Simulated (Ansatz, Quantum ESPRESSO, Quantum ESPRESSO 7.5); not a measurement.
**Complex bands of KBr, rock salt type, lattice constant set to 6.834 Å**

Aim: how fast states decay in the gap of KBr, rock salt type, lattice constant set to 6.834 Å.

Main program and level: Quantum ESPRESSO 7.5; plane-wave DFT, PBE, GBRV ultrasoft pseudopotentials (cross-check by Ansatz 0.2.0 with PAW datasets).

This is a report of a sequence of runs, with most program output left out.

## (1) Set-up

Symmetry: Fm-3m, No. 225, cubic system. Conventional cell: a = 6.834 Å, b = 6.834 Å, c = 6.834 Å, α = 90.00°, β = 90.00°, γ = 90.00°. K has 6 Br at 3.42 Å nearest. Br has 6 K at 3.42 Å nearest. Farther neighbours and most contacts between anions are not listed.

## (2) SCF with pw.x

pwcond needs a cell whose third axis lies along the current and stands perpendicular to the other two.

scf.in

```
&control
  prefix = 'scf'
  outdir = './out'
  pseudo_dir = './pseudo'
  calculation = 'scf'
  tprnfor = .true.
/
&system
  ibrav = 0
  nat = 4
  ntyp = 2
  ecutwfc = 40
  ecutrho = 200
  occupations = 'fixed'
  nbnd = 20
/
&electrons
  conv_thr = 1e-09
  mixing_beta = 0.6
  electron_maxstep = 120
/
ATOMIC_SPECIES
  K   39.0983  k_pbe_v1.4.uspp.F.UPF
  Br  79.9040  br_pbe_v1.4.uspp.F.UPF
CELL_PARAMETERS angstrom
  4.83236774262887 0.00000000000000 0.00000000000000
  0.00000000000000 4.83236774262887 0.00000000000000
  0.00000000000000 0.00000000000000 6.83400000000000
ATOMIC_POSITIONS crystal
  K   0.000000000000 0.000000000000 0.000000000000
  Br  0.500000000000 0.500000000000 0.000000000000
  K   0.500000000000 0.500000000000 0.500000000000
  Br  0.000000000000 0.000000000000 0.500000000000
K_POINTS automatic
  6 6 4 0 0 0
```

On the command line:

```bash
$ OMP_NUM_THREADS=1 mpirun -n 2 pw.x -nk 2 -in scf.in > scf.out
```

The job ended after 33 s (2 MPI ranks of Arm Neoverse V2, shared host; peak memory 0.28 GiB).

This step gave:

```
free energy                          : -2832.5561 eV
valence top, on the run's zero       : 0.4338 eV
conduction bottom, on the run's zero : 4.604 eV
gap by band count                    : 4.170 eV
```

The run needed 11 iterations to bring the estimated error under 1e-09 Ry.

## (3) Complex band structure

ikind = 0 solves one period of the crystal for all kz, real and complex, at each energy and k across. ewind and epsproj trim the two-dimensional plane-wave basis; nz1 sets the subslabs.

cbs.in

```
&inputcond
  outdir = './out'
  prefixl = 'scf'
  band_file = 'cbs'
  ikind = 0
  ewind = 4.0
  epsproj = 1e-05
  nz1 = 7
  energy0 = 6.9
  denergy = -0.23
/
4
  0.00000000 0.00000000 1.00000000
  0.50000000 0.00000000 1.00000000
  0.50000000 0.50000000 1.00000000
  0.25000000 0.00000000 1.00000000
40
```

On the command line:

```bash
$ OMP_NUM_THREADS=1 mpirun -n 2 pwcond.x -in cbs.in > cbs.out
```

The job ended after 4.4 min (2 MPI ranks; peak memory 0.17 GiB; 8.9 min of CPU time).

Read from the output:

| Property | Result |
| --- | --- |
| peak of the smallest κ at the zone centre | 0.339 Å⁻¹ |
| energy of the peak at the zone centre | 1.84 eV |
| peak of the smallest κ at (1/2, 0) | 0.641 Å⁻¹ |
| peak of the smallest κ at (1/2, 1/2) | 0.475 Å⁻¹ |
| peak of the smallest κ at (1/4, 0) | 0.431 Å⁻¹ |

K across = (0, 0) in the cell's reciprocal vectors; values within 0.0025 1/Å of each other count once, columns are sorted by size at each energy, a dash where no further value was kept. Table of Im kz of the slowest decaying states by energy, zero at the highest filled level of the SCF mesh:

| energy (eV) | decay 1 (Å⁻¹) | decay 2 (Å⁻¹) | decay 3 (Å⁻¹) |
| --- | --- | --- | --- |
| -2.07 | 0.556 | 1.11 | 1.49 |
| -1.84 | 0.527 | 1.08 | 1.47 |
| -1.61 | 0.492 | 1.05 | 1.45 |
| -1.38 | 0.451 | 1.01 | 1.43 |
| -1.15 | 0.397 | 0.971 | 1.41 |
| -0.92 | 0.315 | 0.921 | 1.39 |
| -0.69 | 0.176 | 0.857 | 1.37 |
| -0.46 | 0.386 | 0.599 | 0.927 |
| -0.23 | 0.447 | 0.996 | 1.32 |
| 0.00 | 0.017 | 0.027 | 0.483 |
| 0.46 | 0.246 | 0.524 | 0.536 |
| 0.69 | 0.282 | 0.537 | 0.597 |
| 0.92 | 0.306 | 0.547 | 0.635 |
| 1.15 | 0.322 | 0.554 | 0.661 |
| 1.38 | 0.332 | 0.559 | 0.678 |
| 1.61 | 0.338 | 0.562 | 0.689 |
| 1.84 | 0.339 | 0.564 | 0.696 |
| 2.07 | 0.338 | 0.564 | 0.699 |
| 2.30 | 0.332 | 0.563 | 0.699 |
| 2.53 | 0.324 | 0.561 | 0.697 |
| 2.76 | 0.312 | 0.558 | 0.693 |
| 2.99 | 0.296 | 0.554 | 0.687 |
| 3.22 | 0.275 | 0.549 | 0.679 |
| 3.45 | 0.248 | 0.543 | 0.67 |
| 3.68 | 0.211 | 0.536 | 0.659 |
| 3.91 | 0.159 | 0.528 | 0.647 |
| 4.14 | 0.055 | 0.52 | 0.633 |
| 4.37 | 0.51 | 0.618 | 0.694 |
| 4.83 | 0.488 | 0.582 | 0.589 |
| 5.06 | 0.475 | 0.528 | 0.562 |
| 5.29 | 0.458 | 0.461 | 0.541 |
| 5.52 | 0.373 | 0.445 | 0.517 |
| 5.75 | 0.259 | 0.428 | 0.491 |
| 5.98 | 0.409 | 0.463 | 0.564 |
| 6.21 | 0.387 | 0.431 | 0.533 |
| 6.44 | 0.362 | 0.396 | 0.502 |
| 6.67 | 0.331 | 0.356 | 0.47 |
| 6.90 | 0.111 | 0.286 | 0.309 |

K across = (0, 0) in the cell's reciprocal vectors. Table of Re kz of states that move upwards by energy, zero at the highest filled level of the SCF mesh:

| energy (eV) | channel 1 (Å⁻¹) | channel 2 (Å⁻¹) | channel 3 (Å⁻¹) |
| --- | --- | --- | --- |
| -2.07 | - | - | - |
| -1.61 | - | - | - |
| -1.15 | - | - | - |
| -0.69 | 0.310 | - | - |
| -0.46 | -0.363 | - | - |
| 0.00 | - | - | - |
| 0.46 | - | - | - |
| 0.92 | - | - | - |
| 1.38 | - | - | - |
| 1.84 | - | - | - |
| 2.30 | - | - | - |
| 2.53 | - | - | - |
| 2.99 | - | - | - |
| 3.45 | - | - | - |
| 3.91 | - | - | - |
| 4.37 | 0.149 | - | - |
| 4.83 | 0.289 | - | - |
| 5.29 | 0.402 | - | - |
| 5.52 | 0.456 | - | - |
| 5.98 | -0.354 | 0.0821 | - |
| 6.44 | -0.230 | 0.403 | - |
| 6.90 | -0.339 | - | - |

K across = (1/2, 0) in the cell's reciprocal vectors; values within 0.0025 1/Å of each other count once, columns are sorted by size at each energy, a dash where no further value was kept. Table of Im kz of the slowest decaying states by energy, zero at the highest filled level of the SCF mesh:

| energy (eV) | decay 1 (Å⁻¹) | decay 2 (Å⁻¹) | decay 3 (Å⁻¹) |
| --- | --- | --- | --- |
| -2.07 | 0.516 | 1.07 | 1.09 |
| -1.84 | 0.476 | 1.05 | 1.05 |
| -1.61 | 0.426 | 1.02 | 1.02 |
| -1.38 | 0.358 | 0.982 | 1.67 |
| -1.15 | 0.249 | 0.936 | 0.946 |
| -0.92 | 0.881 | 0.902 | 1.63 |
| -0.69 | 0.135 | 0.807 | 0.849 |
| -0.46 | 0.186 | 0.684 | 0.778 |
| -0.23 | 0.216 | 0.356 | 0.648 |
| 0.00 | 0.562 | 0.689 | 1.54 |
| 0.46 | 0.641 | 0.813 | 1.49 |
| 0.69 | 0.588 | 0.735 | 0.84 |
| 0.92 | 0.576 | 0.775 | 0.858 |
| 1.15 | 0.573 | 0.799 | 0.869 |
| 1.38 | 0.572 | 0.815 | 0.877 |
| 1.61 | 0.571 | 0.825 | 0.881 |
| 1.84 | 0.57 | 0.832 | 0.883 |
| 2.07 | 0.569 | 0.836 | 0.882 |
| 2.30 | 0.567 | 0.838 | 0.88 |
| 2.53 | 0.565 | 0.838 | 0.876 |
| 2.76 | 0.562 | 0.837 | 0.87 |
| 2.99 | 0.558 | 0.835 | 0.864 |
| 3.22 | 0.554 | 0.833 | 0.856 |
| 3.45 | 0.548 | 0.83 | 0.847 |
| 3.68 | 0.543 | 0.828 | 0.837 |
| 3.91 | 0.536 | 0.826 | 0.829 |
| 4.14 | 0.529 | 0.814 | 0.836 |
| 4.37 | 0.522 | 0.802 | 0.878 |
| 4.83 | 0.506 | 0.773 | 0.818 |
| 5.06 | 0.498 | 0.757 | 0.785 |
| 5.29 | 0.49 | 0.739 | 0.747 |
| 5.52 | 0.484 | 0.703 | 0.721 |
| 5.75 | 0.48 | 0.652 | 0.702 |
| 5.98 | 0.479 | 0.587 | 0.68 |
| 6.21 | 0.389 | 0.48 | 0.599 |
| 6.44 | 0.476 | 0.634 | 0.662 |
| 6.67 | 0.171 | 0.464 | 0.608 |
| 6.90 | 0.184 | 0.446 | 0.579 |

K across = (1/2, 1/2) in the cell's reciprocal vectors; values within 0.0025 1/Å of each other count once, columns are sorted by size at each energy, a dash where no further value was kept. Table of Im kz of the slowest decaying states by energy, zero at the highest filled level of the SCF mesh:

| energy (eV) | decay 1 (Å⁻¹) | decay 2 (Å⁻¹) | decay 3 (Å⁻¹) |
| --- | --- | --- | --- |
| -2.07 | 0.575 | 1.07 | 1.76 |
| -1.61 | 0.518 | 0.994 | 1.73 |
| -1.15 | 0.439 | 0.626 | 1.15 |
| -0.69 | 0.299 | 1.19 | 1.65 |
| -0.46 | 0.097 | 1.20 | 1.63 |
| 0.00 | 0.276 | 0.34 | 1.21 |
| 0.46 | 0.385 | 0.485 | 1.22 |
| 0.92 | 0.433 | 0.545 | 1.22 |
| 1.38 | 0.458 | 0.571 | 1.22 |
| 1.84 | 0.47 | 0.578 | 1.21 |
| 2.30 | 0.475 | 0.573 | 1.20 |
| 2.53 | 0.474 | 0.566 | 1.19 |
| 2.99 | 0.469 | 0.547 | 1.18 |
| 3.45 | 0.458 | 0.519 | 1.17 |
| 3.91 | 0.442 | 0.482 | 1.15 |
| 4.37 | 0.421 | 0.436 | 1.13 |
| 4.83 | 0.376 | 0.393 | 1.09 |
| 5.29 | 0.297 | 0.357 | 1.03 |
| 5.52 | 0.243 | 0.335 | 0.994 |
| 5.98 | 0.281 | 0.924 | 1.05 |
| 6.44 | 0.197 | 0.849 | 1.02 |
| 6.90 | 0.766 | 0.991 | 1.13 |

K across = (1/4, 0) in the cell's reciprocal vectors; values within 0.0025 1/Å of each other count once, columns are sorted by size at each energy, a dash where no further value was kept. The Im kz of the slowest decaying states by energy, zero at the highest filled level of the SCF mesh:

| energy (eV) | decay 1 (Å⁻¹) | decay 2 (Å⁻¹) | decay 3 (Å⁻¹) |
| --- | --- | --- | --- |
| -2.07 | 0.538 | 1.09 | 1.10 |
| -1.84 | 0.504 | 1.07 | 1.55 |
| -1.38 | 0.412 | 0.997 | 1.00 |
| -1.15 | 0.342 | 0.954 | 0.962 |
| -0.92 | 0.223 | 0.901 | 0.917 |
| -0.46 | 0.726 | 0.804 | 1.42 |
| -0.23 | 0.196 | 0.684 | 0.839 |
| 0.00 | 0.289 | 0.359 | 0.587 |
| 0.46 | 0.372 | 0.567 | 0.624 |
| 0.69 | 0.392 | 0.57 | 0.622 |
| 0.92 | 0.406 | 0.573 | 0.656 |
| 1.38 | 0.424 | 0.578 | 0.695 |
| 1.61 | 0.429 | 0.579 | 0.704 |
| 1.84 | 0.431 | 0.579 | 0.709 |
| 2.30 | 0.428 | 0.576 | 0.71 |
| 2.53 | 0.423 | 0.573 | 0.707 |
| 2.99 | 0.407 | 0.565 | 0.693 |
| 3.22 | 0.396 | 0.56 | 0.684 |
| 3.45 | 0.381 | 0.554 | 0.673 |
| 3.91 | 0.342 | 0.539 | 0.645 |
| 4.14 | 0.314 | 0.53 | 0.629 |
| 4.37 | 0.279 | 0.521 | 0.611 |
| 4.83 | 0.158 | 0.499 | 0.57 |
| 5.06 | 0.486 | 0.547 | 0.617 |
| 5.29 | 0.473 | 0.522 | 0.597 |
| 5.75 | 0.442 | 0.467 | 0.551 |
| 5.98 | 0.424 | 0.437 | 0.511 |
| 6.21 | 0.403 | 0.414 | 0.496 |
| 6.67 | 0.114 | 0.321 | 0.36 |
| 6.90 | 0.115 | 0.264 | 0.334 |

## (4) Complex band structure, with nz1 = 3

How much does a setting matter? One run is repeated with a change.

cbs.w.in is the input of step 3 with these lines changed:

```diff
@@ -3,3 +3,3 @@
   prefixl = 'scf'
-  band_file = 'cbs'
+  band_file = 'cbs.w'
   ikind = 0
@@ -7,3 +7,3 @@
   epsproj = 1e-05
-  nz1 = 7
+  nz1 = 3
   energy0 = 6.9
```

On the command line:

```bash
$ OMP_NUM_THREADS=1 mpirun -n 2 pwcond.x -in cbs.w.in > cbs.w.out
```

Wall time 4 min (2 MPI ranks); peak memory 0.16 GiB.

The changed values were drawn from a wide range, not chosen for quality; the comparison shows what they did here together.

Beside the run it was changed from:

| quantity | this run | unchanged run | difference |
| --- | --- | --- | --- |
| peak of the smallest κ at the zone centre (Å⁻¹) | 0.339 | 0.339 | 0 |
| peak of the smallest κ at (1/2, 0) (Å⁻¹) | 0.641 | 0.641 | 0 |
| peak of the smallest κ at (1/2, 1/2) (Å⁻¹) | 0.474 | 0.475 | -0.0010 |
| wall time (s) | 238 | 266 |  |

The physical values in this table move by up to 0.21 %.

## (5) Cross-check with Ansatz

A second code with its own PAW datasets, on the same atoms.

Level of this step: plane-wave DFT, PBE, Ansatz PAW (Ansatz 0.2.0).

input.yaml

```yaml
crystal:
  lattice:
    - [4.8323677426, 0.0, 0.0]
    - [0.0, 4.8323677426, 0.0]
    - [0.0, 0.0, 6.834]
  atoms:
    - { symbol: K, position: [0.0, 0.0, 0.0] }
    - { symbol: Br, position: [0.5, 0.5, 0.0] }
    - { symbol: K, position: [0.5, 0.5, 0.5] }
    - { symbol: Br, position: [0.0, 0.0, 0.5] }
kpoints:
  mp_grid: { grid: [6, 6, 4] }
hamiltonian:
  xc: pbe
scf:
  occupations: { method: fixed }
  convergence: { dr2_threshold: 1.0e-09 }
output:
  transmission:
    leads: [[0, 0]]
    kpoints: [[0, 0], [0.5, 0], [0.5, 0.5], [0.25, 0]]
    e_range: [-2.07, 6.9]
    de: 0.23
```

On the command line:

```bash
$ ansatz run input.yaml --threads 2 --pin off --max-ram 4096MiB --backend cpu --events-out ev --progress --plain --runs-dir out
```

Run time: 45 s. Hardware: 2 threads; peak memory 0.62 GiB.

This step gave:

```
free energy                                      : -8648.9886 eV
gap by band count                                : 4.171 eV
symmetry operations                              : 32
slowest decay at the grid energy nearest mid-gap : 0.3374 Å⁻¹
peak of the smallest κ at the zone centre        : 0.3391 Å⁻¹
peak of the smallest κ at (1/2, 0)               : 0.6404 Å⁻¹
peak of the smallest κ at (1/2, 1/2)             : 0.4745 Å⁻¹
peak of the smallest κ at (1/4, 0)               : 0.4304 Å⁻¹
valence top, on the run's zero                   : 0.4089 eV
```

K across = (0, 0) in the cell's reciprocal vectors; values within 0.0025 1/Å of each other count once, columns are sorted by size at each energy, a dash where no further value was kept. The Im kz of the slowest decaying states by energy, zero at the highest filled level of the SCF mesh:

| energy (eV) | decay 1 (Å⁻¹) | decay 2 (Å⁻¹) | decay 3 (Å⁻¹) |
| --- | --- | --- | --- |
| -2.07 | 0.556 | 1.11 | 1.49 |
| -1.84 | 0.527 | 1.08 | 1.47 |
| -1.38 | 0.451 | 1.01 | 1.43 |
| -1.15 | 0.397 | 0.971 | 1.41 |
| -0.92 | 0.316 | 0.921 | 1.39 |
| -0.46 | 0.385 | 0.600 | 0.926 |
| -0.23 | 0.446 | 0.996 | 1.32 |
| 0.00 | 0.0019 | 0.0111 | 0.482 |
| 0.46 | 0.246 | 0.524 | 0.536 |
| 0.69 | 0.282 | 0.537 | 0.596 |
| 0.92 | 0.306 | 0.547 | 0.635 |
| 1.38 | 0.332 | 0.559 | 0.678 |
| 1.61 | 0.337 | 0.562 | 0.689 |
| 1.84 | 0.339 | 0.564 | 0.696 |
| 2.30 | 0.332 | 0.563 | 0.699 |
| 2.53 | 0.324 | 0.561 | 0.697 |
| 2.99 | 0.296 | 0.554 | 0.687 |
| 3.22 | 0.275 | 0.549 | 0.679 |
| 3.45 | 0.248 | 0.543 | 0.670 |
| 3.91 | 0.159 | 0.529 | 0.647 |
| 4.14 | 0.0563 | 0.520 | 0.633 |
| 4.37 | 0.510 | 0.618 | 0.694 |
| 4.83 | 0.488 | 0.582 | 0.589 |
| 5.06 | 0.475 | 0.527 | 0.562 |
| 5.29 | 0.457 | 0.461 | 0.541 |
| 5.75 | 0.257 | 0.428 | 0.491 |
| 5.98 | 0.409 | 0.462 | 0.564 |
| 6.21 | 0.387 | 0.431 | 0.533 |
| 6.67 | 0.331 | 0.355 | 0.469 |
| 6.90 | 0.109 | 0.287 | 0.308 |

K across = (0, 0) in the cell's reciprocal vectors. Table of Re kz of states that move upwards by energy, zero at the highest filled level of the SCF mesh:

| energy (eV) | channel 1 (Å⁻¹) | channel 2 (Å⁻¹) | channel 3 (Å⁻¹) |
| --- | --- | --- | --- |
| -2.07 | - | - | - |
| -1.61 | - | - | - |
| -1.15 | - | - | - |
| -0.69 | 0.307 | - | - |
| -0.46 | -0.364 | - | - |
| 0.00 | - | - | - |
| 0.46 | - | - | - |
| 0.92 | - | - | - |
| 1.38 | - | - | - |
| 1.84 | - | - | - |
| 2.30 | - | - | - |
| 2.53 | - | - | - |
| 2.99 | - | - | - |
| 3.45 | - | - | - |
| 3.91 | - | - | - |
| 4.37 | 0.149 | - | - |
| 4.83 | 0.289 | - | - |
| 5.29 | 0.401 | - | - |
| 5.52 | 0.455 | - | - |
| 5.98 | -0.354 | 0.0893 | - |
| 6.44 | -0.231 | 0.404 | - |
| 6.90 | -0.338 | - | - |

K across = (1/2, 0) in the cell's reciprocal vectors; values within 0.0025 1/Å of each other count once, columns are sorted by size at each energy, a dash where no further value was kept. The Im kz of the slowest decaying states by energy, zero at the highest filled level of the SCF mesh:

| energy (eV) | decay 1 (Å⁻¹) | decay 2 (Å⁻¹) | decay 3 (Å⁻¹) |
| --- | --- | --- | --- |
| -2.07 | 0.516 | 1.07 | 1.09 |
| -1.61 | 0.426 | 1.02 | 1.02 |
| -1.15 | 0.249 | 0.936 | 0.945 |
| -0.69 | 0.135 | 0.806 | 0.848 |
| -0.46 | 0.187 | 0.684 | 0.777 |
| 0.00 | 0.561 | 0.689 | - |
| 0.46 | 0.640 | 0.813 | 1.49 |
| 0.92 | 0.576 | 0.775 | 0.858 |
| 1.38 | 0.572 | 0.814 | 0.877 |
| 1.84 | 0.570 | 0.831 | 0.882 |
| 2.30 | 0.567 | 0.837 | 0.879 |
| 2.53 | 0.565 | 0.837 | 0.876 |
| 2.99 | 0.558 | 0.834 | 0.864 |
| 3.45 | 0.548 | 0.829 | 0.847 |
| 3.91 | 0.536 | 0.826 | 1.03 |
| 4.37 | 0.522 | 0.801 | 0.877 |
| 4.83 | 0.506 | 0.772 | 0.818 |
| 5.29 | 0.491 | 0.739 | 0.746 |
| 5.52 | 0.484 | 0.703 | 0.721 |
| 5.98 | 0.481 | 0.586 | 0.680 |
| 6.44 | 0.477 | 0.633 | 0.660 |
| 6.90 | 0.183 | 0.446 | 0.579 |

K across = (1/2, 1/2) in the cell's reciprocal vectors; values within 0.0025 1/Å of each other count once, columns are sorted by size at each energy, a dash where no further value was kept. Table of Im kz of the slowest decaying states by energy, zero at the highest filled level of the SCF mesh:

| energy (eV) | decay 1 (Å⁻¹) | decay 2 (Å⁻¹) | decay 3 (Å⁻¹) |
| --- | --- | --- | --- |
| -2.07 | 0.575 | 1.07 | - |
| -1.84 | 0.549 | 1.03 | - |
| -1.61 | 0.518 | 0.993 | - |
| -1.38 | 0.483 | 0.780 | 1.11 |
| -1.15 | 0.439 | 0.626 | 1.15 |
| -0.92 | 0.383 | 0.440 | 1.17 |
| -0.69 | 0.299 | 1.19 | - |
| -0.46 | 0.0999 | 1.20 | - |
| -0.23 | 0.0887 | 0.104 | 1.21 |
| 0.00 | 0.276 | 0.339 | 1.21 |
| 0.46 | 0.385 | 0.485 | 1.22 |
| 0.69 | 0.413 | 0.521 | 1.22 |
| 0.92 | 0.432 | 0.544 | 1.22 |
| 1.15 | 0.447 | 0.560 | 1.22 |
| 1.38 | 0.458 | 0.571 | 1.22 |
| 1.61 | 0.465 | 0.576 | 1.21 |
| 1.84 | 0.470 | 0.578 | 1.21 |
| 2.07 | 0.473 | 0.577 | 1.20 |
| 2.30 | 0.474 | 0.573 | 1.20 |
| 2.53 | 0.474 | 0.566 | 1.19 |
| 2.76 | 0.472 | 0.557 | 1.19 |
| 2.99 | 0.469 | 0.547 | 1.18 |
| 3.22 | 0.464 | 0.534 | 1.17 |
| 3.45 | 0.458 | 0.519 | 1.17 |
| 3.68 | 0.451 | 0.502 | 1.16 |
| 3.91 | 0.442 | 0.482 | 1.15 |
| 4.14 | 0.432 | 0.460 | 1.14 |
| 4.37 | 0.421 | 0.436 | 1.13 |
| 4.83 | 0.376 | 0.393 | 1.09 |
| 5.06 | 0.339 | 0.376 | 1.06 |
| 5.29 | 0.296 | 0.357 | 1.03 |
| 5.52 | 0.242 | 0.336 | 0.995 |
| 5.75 | 0.168 | 0.310 | 0.960 |
| 5.98 | 0.281 | 0.925 | 1.05 |
| 6.21 | 0.245 | 0.888 | 1.04 |
| 6.44 | 0.198 | 0.849 | 1.02 |
| 6.67 | 0.128 | 0.808 | 1.01 |
| 6.90 | 0.765 | 0.994 | 1.12 |

K across = (1/4, 0) in the cell's reciprocal vectors; values within 0.0025 1/Å of each other count once, columns are sorted by size at each energy, a dash where no further value was kept. Table of Im kz of the slowest decaying states by energy, zero at the highest filled level of the SCF mesh:

| energy (eV) | decay 1 (Å⁻¹) | decay 2 (Å⁻¹) | decay 3 (Å⁻¹) |
| --- | --- | --- | --- |
| -2.07 | 0.538 | 1.09 | 1.10 |
| -1.84 | 0.504 | 1.07 | - |
| -1.38 | 0.413 | 0.997 | 1.00 |
| -1.15 | 0.342 | 0.954 | 0.961 |
| -0.92 | 0.223 | 0.901 | 0.917 |
| -0.46 | 0.726 | 0.803 | 1.42 |
| -0.23 | 0.196 | 0.684 | 0.838 |
| 0.00 | 0.288 | 0.358 | 0.586 |
| 0.46 | 0.371 | 0.567 | 0.624 |
| 0.69 | 0.391 | 0.570 | 0.622 |
| 0.92 | 0.406 | 0.573 | 0.656 |
| 1.38 | 0.424 | 0.578 | 0.694 |
| 1.61 | 0.428 | 0.579 | 0.704 |
| 1.84 | 0.430 | 0.579 | 0.709 |
| 2.30 | 0.428 | 0.576 | 0.710 |
| 2.53 | 0.423 | 0.573 | 0.707 |
| 2.99 | 0.407 | 0.565 | 0.693 |
| 3.22 | 0.396 | 0.560 | 0.684 |
| 3.45 | 0.381 | 0.554 | 0.673 |
| 3.91 | 0.342 | 0.539 | 0.645 |
| 4.14 | 0.314 | 0.530 | 0.629 |
| 4.37 | 0.279 | 0.521 | 0.611 |
| 4.83 | 0.158 | 0.499 | 0.570 |
| 5.06 | 0.486 | 0.547 | 0.617 |
| 5.29 | 0.473 | 0.522 | 0.597 |
| 5.75 | 0.442 | 0.467 | 0.550 |
| 5.98 | 0.424 | 0.436 | 0.509 |
| 6.21 | 0.402 | 0.412 | 0.496 |
| 6.67 | 0.114 | 0.320 | 0.360 |
| 6.90 | 0.114 | 0.263 | 0.334 |

## (6) A check by hand

T falls as exp(−2κd). With κ = 0.338 1/Å, 10 Å of barrier pass exp(−2 × 0.338 × 10) = 0.0012 of that channel, interfaces aside.

## (7) What came out

- gap on the SCF mesh: 4.17 eV
- smallest κ at mid-gap among the four k points, at the zone centre: 0.338 Å⁻¹
- peak of the smallest κ in the stop band at the zone centre: 0.339 Å⁻¹
- peak of the smallest κ in the stop band at (1/2, 0): 0.641 Å⁻¹
- peak of the smallest κ in the stop band at (1/2, 1/2): 0.475 Å⁻¹
- peak of the smallest κ in the stop band at (1/4, 0): 0.431 Å⁻¹
- energy of the peak at the zone centre, over the highest filled level: 1.84 eV
- peak at the zone centre by Ansatz: 0.339 Å⁻¹

With a gap of 4.17 eV on the mesh, the smallest κ at mid-gap among the four k points, at the zone centre is 0.338 Å⁻¹ (PBE, GBRV ultrasoft). For a barrier with the Fermi level at mid-gap the slowest state found, at the zone centre, loses a factor of ten in probability every 3.4 Å or so. Stop bands away from the zone centre are mostly wider than the gap, so their peaks can lie above the conduction bottom. At the zone centre pwcond's peak is 0.339 and Ansatz's 0.339 1/Å, 0 % apart. The cell is the a/√2 one, turned by 45°, with two primitive cells, so X along [001] folds onto kz = 0. A semilocal gap is too small, often by a third to a half and by more in narrow-gap crystals, so real barriers decay faster. Spin-orbit coupling is left out; depending on the atoms that carry the levels of interest, it can split and shift them by tens to hundreds of meV.

[Logs are printed without paths, hosts, clocks, repeated set-up lines and the standing remarks that a program may print on its own settings, such as how far it seeks lower states.]

[Hosts, paths, dates, database ids (printed as entryN), source tags and the programs' standing remarks are cut or masked in the printed files.]

[Maps of the electrostatic potential energy from Ansatz leave out the sawtooth potential of an applied field or a dipole correction, so their vacuum need not be flat; planar profiles and work functions include it.]
